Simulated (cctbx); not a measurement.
# What resolution and counting buy: Ce3Sc2Si3

Space group Cmcm (no. 63), a = 4.2140 Å, b = 10.8210 Å, c = 14.4490 Å, α = 90.00°, β = 90.00°, γ = 90.00°.

| atom | mult. | x | y | z | Ueq (Å²) |
| --- | --- | --- | --- | --- | --- |
| Ce1 | 4 | 1/2 | 0.1367 | 1/4 | 0.0237 |
| Ce2 | 8 | 1/2 | 0.4147 | 0.3870 | 0.0273 |
| Sc1 | 8 | 1/2 | 0.2845 | 0.9178 | 0.0466 |
| Si1 | 4 | 0 | 0.3309 | 1/4 | 0.0271 |
| Si2 | 8 | 1/2 | 0.1243 | 0.4578 | 0.0352 |

The model was made for the exercise: a known structure type with other elements put in, its volume estimated, not relaxed; displacement parameters are assumed.

Five simulated data sets (cctbx; Ag Kα, λ = 0.56087 Å; 6 % proportional error) differ in resolution or exposure (noise floor 15 counts in the first three, 8 in the last two). Each is refined with the right model, isotropic at 1.1 Å and anisotropic otherwise. How do the figures of merit and the uncertainties move?

```csv
d min (Å),top counts,"⟨I/σ⟩ (unmerged, absences included)",unique,param. (scale apart),Rint,R1,GooF,largest s.u. xyz (fractional),s.u. U of Si1 (Å²),largest error (Å)
1.1,40000,5.6,156,13,0.043,0.0350,2.42,0.00105,0.0032,0.0142
0.84,40000,5.1,332,26,0.048,0.0168,0.86,0.00026,0.0015,0.0046
0.6,40000,3.5,892,26,0.052,0.0264,0.98,0.00023,0.0011,0.0041
0.75,300,0.7,471,26,0.320,0.0799,0.92,0.00203,0.0144,0.0249
0.75,3000,2.8,471,26,0.076,0.0318,0.91,0.00048,0.0026,0.0088
```

GooF reaches 2.42 where the model lacks something that the data hold (anisotropy at the isotropic level, for one). The s.u. of U for Si1 goes 0.0032, 0.0015, 0.0011 Å² with resolution and 0.0144, 0.0026 Å² with exposure.

The 1.1 Å row also differs in its displacement model, so it isn't a clean test of resolution.

Hardware for the 0.6 Å refinement: 0.42 s on 1 thread of Arm Neoverse V2, with other jobs on the host, peak memory 0.09 GiB.

[Logs are printed without paths, hosts, clocks, repeated set-up lines and the standing remarks that a program may print on its own settings, such as how far it seeks lower states.]
